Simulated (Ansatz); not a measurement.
# KBr (Fm-3m): G0W0 under other settings

A base run on KBr (Fm-3m), then changed inputs.

Main program and level: Ansatz 0.2.0; G0W0 on PBE, plane waves, PAW.

**1. Set-up**

It takes space group Fm-3m (No. 225, cubic). Conventional cell: a = 6.600 Å, b = 6.600 Å, c = 6.600 Å, α = 90.00°, β = 90.00°, γ = 90.00°. Nearest to K lie 6 Br at 3.30 Å. Br has 6 K at 3.30 Å nearest. Farther neighbours and most contacts between anions are not listed.

Structure file:

```cif
data_structure
_symmetry_space_group_name_H-M 'Fm-3m'
_symmetry_Int_Tables_number 225
_cell_length_a 6.6000
_cell_length_b 6.6000
_cell_length_c 6.6000
_cell_angle_alpha 90.000
_cell_angle_beta 90.000
_cell_angle_gamma 90.000
_cell_volume 287.50
loop_
_atom_site_label
_atom_site_type_symbol
_atom_site_symmetry_multiplicity
_atom_site_Wyckoff_symbol
_atom_site_fract_x
_atom_site_fract_y
_atom_site_fract_z
_atom_site_occupancy
K1 K 4 a 0.00000 0.00000 0.00000 1
Br1 Br 4 b 0.50000 0.00000 0.00000 1
```

The cell and positions come from the Crystallography Open Database and are kept as given unless a step says otherwise. The default PAW set here is soft_2. Its files were made with PBE.

**2. The base run: 4×4×4 mesh, 75 empty bands, screening to 60 eV**

Now the one-shot GW correction: screening in the RPA, then the self-energy of the levels asked for.

Contents of input.yaml:

```yaml
crystal:
  lattice:
    - [0.0, 3.3, 3.3]
    - [3.3, 0.0, 3.3]
    - [3.3, 3.3, 0.0]
  atoms:
    - { symbol: K, position: [0.0, 0.0, 0.0] }
    - { symbol: Br, position: [0.5, 0.5, 0.5] }
kpoints:
  mp_grid: { grid: [4, 4, 4] }
hamiltonian:
  xc: pbe
scf:
  occupations: { method: fixed }
gw:
  n_empty_bands: 75
  ecut_chi: 60
  qp_bands: [v2, c2]
  qp_kpoints: band_edges
  screening: { model: contour_deformation }
```

Started as:

```
$ ansatz run input.yaml --threads 3 --pin off --max-ram 92160MiB --backend cuda --events-out ev --progress --plain --runs-dir out --devices 1 --max-vram 13GiB
```

Numbers of over 12 decimals in the logs are rounded to 6 here.

Log:

```text
GPUs: using 1 of 1 available (devices: 1).
Engine: ansatz 0.2.0, x86_64-unknown-linux-gnu
Pseudopotentials: kind: paw
Pseudopotential: K, paw, valence charge 9, recommended cutoff 420 eV (normal), K.paw.azcp
Pseudopotential: Br, paw, valence charge 7, recommended cutoff 420 eV (normal), Br.paw.azcp
Functional definition: PBE
  parameter kappa = 0.804
  parameter beta = 0.066725
  exchange = pbe_x(kappa = kappa, mu = beta*pi^2/3)
  correlation = pbe_c(beta = beta)
device memory: the entry about to start is reckoned to put 0.9 GiB on a device that reports 45.5 GiB free (of which the cap on the GPU budget leaves the run 13.0 GiB)
GPU FFT provider: cuFFT
GPU libraries: cuBLAS 13.8.2, cuFFT 12.4.0, cuSOLVER 12.3.4
Crystal: 2 atoms, lattice volume = 71.874 Å³
Basis set: ecut = 420 eV, 1411 PW (Γ)
Bands: 12, of which v1, the nominal top of the filled ones, is band 8 counted from 1 (7 counted from 0)
Symmetry: 48 space group operations
Space group: Fm-3m (ITA 225), of the structure as read, at distance tolerance 4.2e-5 Å
k-points: 8 of 64
Non-local potential: K, projectors of the file, l = 0: 3, l = 1: 2, l = 2: 2
Non-local potential: Br, projectors of the file, l = 0: 2, l = 1: 2, l = 2: 2
PAW form: soft (Blöchl's): semilocal exchange-correlation on the pseudo side does not see the compensation charge
PAW one-centre angular grid: K, 110 points (default); XC on 64 Gauss nodes
PAW one-centre angular grid: Br, 110 points (default); XC on 64 Gauss nodes
Initial density: superposition of atomic densities (neutral atoms: chi_scale 0, normalization atom), corrected by the library's trained network
Initial wavefunctions: pseudopotential atomic-orbital guess
GPU buffer pool allocated for 32768 grid points (all kernels)
GPU transforms: local potential and band sums: pruned to the plane-wave sphere, on 32×32×32
Functional: x = pbe(κ = 0.804, μ = 0.219515), c = pbe(β = 0.066725)
SCF iter   1: F=—  HF=-4324.496265 eV  |F-HF|=—  |Δ(HF+E_count)|=         —  Δρ=1.75e-4  dr2=1.22e-5  ethr=1.77e-3  ⟨swp⟩=5.2  Hψ=526  notcnv=0  defer=13
preconditioner: auto → none  [insulator: Δε(μ)=4.426 eV  Ē_g=14.776 eV  n_scr=14 (ndim 8)  ℏωp=16.4 eV  f_vac=0.056  ε∞_Penn≈2.2]
SCF iter   2: F=—  HF=-4324.496181 eV  |F-HF|=—  |Δ(HF+E_count)|=   8.42e-5  Δρ=2.03e-4  dr2=5.19e-5  ethr=7.62e-8  ⟨swp⟩=3.4  Hψ=311  notcnv=0  defer=16
SCF iter   3: F=—  HF=-4324.496172 eV  |F-HF|=—  |Δ(HF+E_count)|=   9.17e-6  Δρ=6.65e-5  dr2=4.02e-6  ethr=7.62e-8  ⟨swp⟩=2.0  Hψ=152  notcnv=0  defer=16
SCF iter   4: F=—  HF=-4324.496178 eV  |F-HF|=—  |Δ(HF+E_count)|=   6.28e-6  Δρ=3.30e-5  dr2=1.23e-6  ethr=2.51e-8  ⟨swp⟩=2.0  Hψ=152  notcnv=0  defer=16
SCF iter   5: F=—  HF=-4324.496178 eV  |F-HF|=—  |Δ(HF+E_count)|=   6.30e-8  Δρ=1.32e-5  dr2=2.06e-7  ethr=7.67e-9  ⟨swp⟩=2.0  Hψ=120  notcnv=0  defer=16
[...]
NSCF: frozen V_eff on 8 k-points
G₀W₀ screening: q 1/8
[... further progress lines ...]
device memory: the entry about to start is reckoned to put 0.3 GiB on a device that reports 45.4 GiB free (of which the cap on the GPU budget leaves the run 13.0 GiB)
NSCF: frozen V_eff on 1 k-points
SCF converged after 6 iterations
Free energy (F): -4324.496178 eV
Harris-Foulkes:  -4324.496178 eV  (|F-HF|=1.43e-8)
Internal energy: -4324.496178 eV  (E = F + TS)
E sigma→0 (E₀):  -4324.496178 eV
Fermi energy:    1.069751 eV
--- Per-component energies (eV) ---
  E_band       = -133.506746
  E_kinetic    = 388.477015
  E_local      = -838.841777  (includes V_loc(G=0)·N_el)
  E_nonlocal   = 82.863896
  E_hartree    = 272.003665
  E_xc         = -400.627802
  E_vxc        = -269.648545  (∫ρ·V_xc dr)
  E_paw        = -3028.385325  (= ΣΔE_a)
  E_vpaw       = -40.364180  (= ΣTr[D̂ρ^β])
  E_aug_tail   = -0.000004  (compensation charges beyond the density's cutoff)
  E_ewald      = -799.985846
  E_smearing   = -0.000000  (= −TS)
  E_closure    = -0.000000  (closes the sum)
  Σ components = -4324.496178   (vs F -4324.496178, Δ=0.00e0)
--- Band table (eV; the first three rows and the last of 8) ---
  k-point 0: bands = [... 4 lower, -10.1843, 1.0698, 1.0698, 1.0698, 5.5050, 8.6736, 8.6736, 8.6736]
  k-point 1: bands = [... 4 lower, -10.0522, 0.3989, 0.8962, 0.8962, 6.7570, 8.5566, 9.3724, 9.3724]
  k-point 2: bands = [... 4 lower, -9.9357, -0.1081, 0.7362, 0.7362, 7.6587, 9.3032, 10.8050, 10.8050]
  k-point 7: bands = [... 4 lower, -10.0884, 0.4832, 0.4832, 0.5329, 8.4558, 8.4558, 9.3300, 10.0633]
--- G₀W₀: contour deformation, 5 samples at zero and on the imaginary axis and 2 off it, 64 q-points, 75 empty bands' worth ---
  eigenvalues of the whole cell's RPA ε∞ on this k-mesh (on a slab, of 1 + 4πα/V) = 2.3718, 2.3718, 2.3718; static W/v taken at q = 0 is 0.421624
  gw.qp_kpoints: band_edges: 8 of 8 stored k-points solved, in 1 pass; an edge of the gap read off the rows below is read off those points alone
    ik  band        ε_KS         Σx   Σc(E_QP)       V_xc       Z   E_QP_lin       E_QP  E_QP is
     0     7      1.0698   -19.4660     2.3553   -15.5675  0.8083    -0.5046    -0.4733  root
     0     8      1.0698   -19.4660     2.3553   -15.5675  0.8083    -0.5046    -0.4733  root
     0     9      5.5050    -4.2690    -2.9119    -7.8620  0.8604     6.1899     6.1861  root
     0    10      8.6736    -4.0613    -3.2258    -8.7418  0.8508    10.1513    10.1283  root
     1     7      0.8962   -19.1441     2.3672   -15.2047  0.8072    -0.7094    -0.6760  root
     1     8      0.8962   -19.1441     2.3672   -15.2047  0.8072    -0.7094    -0.6760  root
     1     9      6.7570    -4.8953    -2.9466    -8.6363  0.8538     7.5571     7.5513  root
     1    10      8.5566    -4.2302    -3.1499    -8.5939  0.8473     9.7871     9.7704  root
[...]
7     7      0.4832   -18.6170     2.4312   -14.5097  0.8055    -1.2339    -1.1929  root
     7     8      0.5329   -18.5711     2.4059   -14.5149  0.8047    -1.1571    -1.1174  root
     7     9      8.4558    -4.2249    -3.1030    -8.4629  0.8469     9.6053     9.5908  root
     7    10      8.4558    -4.2249    -3.1030    -8.4629  0.8469     9.6053     9.5908  root
```

Run time: 7.4 s. Hardware: 1 × NVIDIA H100 80GB HBM3 (shared by 6 runs) with 3 threads of AMD EPYC 7R13 (Zen 3), shared host; peak memory 0.98 GiB.

In the SCF lines HF is the Harris–Foulkes energy and dr2 the Hartree energy of the density residual, in eV; the loop may stop once dr2 is under the threshold and the program's other checks hold. Hψ counts applications of the Hamiltonian.

Numbers from this step:

| Item | Value |
| --- | --- |
| bands summed | 83 |
| RPA ε∞ on this mesh (eigenvalues) | 2.372, 2.372, 2.372 |
| plane waves in the screening matrix | 65 |
| q-points in the mesh | 64 |
| G0W0 gap on the mesh | 6.659 eV |
| k of the valence top | 0, 0, 0 |
| k of the conduction bottom | 0, 0, 0 |
| starting gap on the mesh | 4.435 eV |
| Z at the valence top | 0.8083 |
| Z at the conduction bottom | 0.8604 |
| least direct G0W0 gap on the computed points | 6.659 eV |

The gap on the mesh goes from 4.44 eV to 6.66 eV, a correction of +2.22 eV. Between the two edge states, bare exchange in place of the xc potential would open the gap by 7.49 eV, and correlation takes back 5.27 eV.

**3. Variant: fewer bands**

input.yaml, as its differences from that of step 2:

```diff
@@ -15,4 +15,4 @@
 gw:
-  n_empty_bands: 75
-  ecut_chi: 60
+  n_empty_bands: 54
+  ecut_chi: 140
   qp_bands: [v2, c2]
```

Log:

```text
GPUs: using 1 of 1 available (devices: 1).
[...]
GPU FFT provider: cuFFT
GPU libraries: cuBLAS 13.8.2, cuFFT 12.4.0, cuSOLVER 12.3.4
Crystal: 2 atoms, lattice volume = 71.874 Å³
Basis set: ecut = 420 eV, 1411 PW (Γ)
Bands: 12, of which v1, the nominal top of the filled ones, is band 8 counted from 1 (7 counted from 0)
[... 1 set-up line as in the run before ...]
[...]
k-points: 8 of 64
[...]
GPU buffer pool allocated for 32768 grid points (all kernels)
[...]
SCF iter   1: F=—  HF=-4324.496265 eV  |F-HF|=—  |Δ(HF+E_count)|=         —  Δρ=1.75e-4  dr2=1.22e-5  ethr=1.77e-3  ⟨swp⟩=5.2  Hψ=526  notcnv=0  defer=13
[...]
SCF iter   6: F=-4324.496178 eV  HF=-4324.496178 eV  |F-HF|=1.43e-8  |Δ(HF+E_count)|=   5.30e-8  Δρ=3.82e-6  dr2=1.70e-8  ethr=6.25e-10  ⟨swp⟩=6.6  Hψ=410  notcnv=0
SCF 1 converged in 6 iterations: F = -4324.496178 eV  dr2 = 1.70e-8
[...]
NSCF: frozen V_eff on 8 k-points
[...]
G₀W₀ screening: q 1/8
[... further progress lines ...]
[...]
SCF converged after 6 iterations
Free energy (F): -4324.496178 eV
[...]
Internal energy: -4324.496178 eV  (E = F + TS)
E sigma→0 (E₀):  -4324.496178 eV
Fermi energy:    1.069751 eV
[...]
--- Band table (eV; the first three rows and the last of 8) ---
  k-point 0: bands = [... 4 lower, -10.1843, 1.0698, 1.0698, 1.0698, 5.5050, 8.6736, 8.6736, 8.6736]
  k-point 1: bands = [... 4 lower, -10.0522, 0.3989, 0.8962, 0.8962, 6.7570, 8.5566, 9.3724, 9.3724]
  k-point 2: bands = [... 4 lower, -9.9357, -0.1081, 0.7362, 0.7362, 7.6587, 9.3032, 10.8050, 10.8050]
  k-point 7: bands = [... 4 lower, -10.0884, 0.4832, 0.4832, 0.5329, 8.4558, 8.4558, 9.3300, 10.0633]
[...]
bands read: the sum over 62 bands ends inside a degenerate multiplet in 1 slot, whose members it reads at an even weight; the widest, k=0: bands 62 to 64 (counted from 1) at 1/3 each
[...]
0     7      1.0698   -19.4660     2.4182   -15.5675  0.8054    -0.4392    -0.4105  root
     0     8      1.0698   -19.4660     2.4182   -15.5675  0.8054    -0.4392    -0.4105  root
     0     9      5.5050    -4.2690    -2.8124    -7.8620  0.8607     6.2906     6.2856  root
     0    10      8.6736    -4.0613    -3.0880    -8.7418  0.8513    10.2940    10.2661  root
     1     7      0.8962   -19.1441     2.4321   -15.2047  0.8044    -0.6418    -0.6111  root
     1     8      0.8962   -19.1441     2.4321   -15.2047  0.8044    -0.6418    -0.6111  root
     1     9      6.7570    -4.8953    -2.8560    -8.6363  0.8539     7.6491     7.6419  root
     1    10      8.5566    -4.2302    -3.0339    -8.5939  0.8477     9.9065     9.8863  root
[...]
7     7      0.4832   -18.6170     2.4883   -14.5097  0.8028    -1.1740    -1.1358  root
     7     8      0.5329   -18.5711     2.4719   -14.5149  0.8022    -1.0879    -1.0514  root
     7     9      8.4558    -4.2249    -2.9965    -8.4629  0.8472     9.7148     9.6972  root
     7    10      8.4558    -4.2249    -2.9965    -8.4629  0.8472     9.7148     9.6972  root
```

Run time: 10 s. Hardware: 1 × NVIDIA H100 80GB HBM3 (shared by 6 runs) with 3 threads; peak memory 1 GiB; 6.5 s of CPU time.

Against the base:

| setting | base | variant |
| --- | --- | --- |
| empty bands | 75 | 54 |
| screening cutoff (eV) | 60 | 140 |

| quantity | variant | base |
| --- | --- | --- |
| starting gap on the mesh | 4.435 | 4.435 |
| G0W0 gap on the mesh | 6.696 | 6.659 |
| least direct G0W0 gap on the computed points | 6.696 | 6.659 |
| Z at the valence top | 0.805 | 0.808 |
| Z at the conduction bottom | 0.861 | 0.860 |

**4. Variant: static remainder**

This step: G0W0 on PBE, plane waves, norm-conserving pseudopotentials.

input.yaml, the sections that differ from step 3:

```yaml
hamiltonian:
  xc: pbe
  pseudopotentials: { kind: nc }
gw:
  n_empty_bands: 75
  ecut_chi: 100
  qp_bands: [v2, c2]
  qp_kpoints: band_edges
  screening: { model: contour_deformation }
  static_remainder: true
# crystal, kpoints, scf: as in step 3
```

Log:

```text
Warning: gw takes pair_densities: pseudo, which can misplace gaps by tens of per cent, since gw.static_remainder lacks the terms of the atoms
GPUs: using 1 of 1 available (devices: 1).
[...]
GPU FFT provider: cuFFT
GPU libraries: cuBLAS 13.8.2, cuFFT 12.4.0, cuSOLVER 12.3.4
Crystal: 2 atoms, lattice volume = 71.874 Å³
Basis set: ecut = 850 eV, 4015 PW (Γ)
Bands: 12, of which v1, the nominal top of the filled ones, is band 8 counted from 1 (7 counted from 0)
[... 1 set-up line as in the run before ...]
[...]
k-points: 8 of 64
[...]
GPU buffer pool allocated for 91125 grid points (all kernels)
[...]
SCF iter   1: F=—  HF=-1306.162274 eV  |F-HF|=—  |Δ(HF+E_count)|=         —  Δρ=3.52e-2  dr2=1.44e0  ethr=3.10e-3  ⟨swp⟩=6.0  Hψ=607  notcnv=0  defer=12
[...]
SCF iter   7: F=-1305.527283 eV  HF=-1305.527283 eV  |F-HF|=1.93e-8  |Δ(HF+E_count)|=   3.30e-7  Δρ=5.05e-6  dr2=2.48e-8  ethr=6.25e-10  ⟨swp⟩=7.9  Hψ=603  notcnv=0
SCF 1 converged in 7 iterations: F = -1305.527283 eV  dr2 = 2.48e-8
[...]
G₀W₀ screening: q 1/8
[... further progress lines ...]
[...]
SCF converged after 7 iterations
Free energy (F): -1305.527283 eV
[...]
Internal energy: -1305.527283 eV  (E = F + TS)
E sigma→0 (E₀):  -1305.527283 eV
Fermi energy:    1.122066 eV
[...]
--- Band table (eV; the first three rows and the last of 8) ---
  k-point 0: bands = [... 4 lower, -10.1338, 1.1221, 1.1221, 1.1221, 5.5563, 8.7264, 8.7264, 8.7264]
  k-point 1: bands = [... 4 lower, -10.0017, 0.4514, 0.9486, 0.9486, 6.8083, 8.6092, 9.4250, 9.4250]
  k-point 2: bands = [... 4 lower, -9.8853, -0.0555, 0.7887, 0.7887, 7.7107, 9.3551, 10.8570, 10.8570]
  k-point 7: bands = [... 4 lower, -10.0379, 0.5356, 0.5356, 0.5854, 8.5084, 8.5084, 9.3825, 10.1139]
[...]
static-remainder magnitude (band-truncation diagnostic): 0.5284 eV
[...]
0     7      1.1221   -16.6481     2.0414   -12.7444  0.8041    -0.7877    -0.7403  root
     0     8      1.1221   -16.6481     2.0414   -12.7444  0.8041    -0.7877    -0.7403  root
     0     9      5.5563    -3.0875    -3.0160    -6.6403  0.8601     6.0954     6.0931  root
     0    10      8.7264    -3.7666    -3.3931    -8.4058  0.8504     9.9888     9.9725  root
     1     7      0.9486   -16.4555     2.0681   -12.5128  0.8031    -0.9756    -0.9260  root
     1     8      0.9486   -16.4555     2.0681   -12.5128  0.8031    -0.9756    -0.9260  root
     1     9      6.8083    -3.5486    -3.0937    -7.2421  0.8532     7.4112     7.4080  root
     1    10      8.6092    -3.6262    -3.3192    -7.9520  0.8469     9.6268     9.6157  root
[...]
7     7      0.5356   -16.1401     2.1595   -12.0246  0.8017    -1.4786    -1.4204  root
     7     8      0.5854   -16.0952     2.1358   -12.0386  0.8010    -1.3914    -1.3354  root
     7     9      8.5084    -3.5687    -3.2705    -7.7695  0.8464     9.4482     9.4387  root
     7    10      8.5084    -3.5687    -3.2705    -7.7695  0.8464     9.4482     9.4387  root
```

The job ended after 5 s (1 × NVIDIA H100 80GB HBM3 (shared by 6 runs) with 3 threads; peak memory 0.98 GiB; 5.7 s of CPU time).

Against the base:

| setting | base | variant |
| --- | --- | --- |
| files | default PAW | norm-conserving |
| screening cutoff (eV) | 60 | 100 |
| static remainder | - | true |

| quantity | variant | base |
| --- | --- | --- |
| starting gap on the mesh | 4.434 | 4.435 |
| G0W0 gap on the mesh | 6.833 | 6.659 |
| least direct G0W0 gap on the computed points | 6.833 | 6.659 |
| Z at the valence top | 0.804 | 0.808 |
| Z at the conduction bottom | 0.860 | 0.860 |

**5. Results**

```json
{
  "base": "6.66 eV, 7.4 s",
  "fewer bands": "6.70 eV, 10 s",
  "static remainder": "6.83 eV, 5 s"
}
```

Fewer bands: the gap moves by +0.04 eV; such settings are too crude to quote. The variant differs from the base in empty bands and screening cutoff together, so the change can't be laid to one of them. Static remainder: the gap moves by +0.17 eV (the plane-wave cutoff goes from 420 to 850 eV); such settings are too crude to quote. The variant differs from the base in files, screening cutoff and static remainder together, so the change can't be laid to one of them. This option needs pseudo pair densities, which the log warns can misplace gaps. All runs here use a coarse mesh and modest cutoffs; they test settings and are not final values. The many-body steps are scalar-relativistic: spin-orbit coupling is not in them.

[Paths, hosts, dates, memory and timing lines, banners, echoed tables and standing remarks are left out of the program output.]

[Logs are printed without paths, hosts, clocks, repeated set-up lines and the standing remarks that a program may print on its own settings, such as how far it seeks lower states.]

[Runs of the session that timed out or met a known fault of the program may be left out.]

[Cells called generated may have been cut or substituted from an entry of the Crystallography Open Database or the Materials Project.]

[Hosts, paths, dates, database ids (printed as entryN), source tags and the programs' standing remarks are cut or masked in the printed files.]
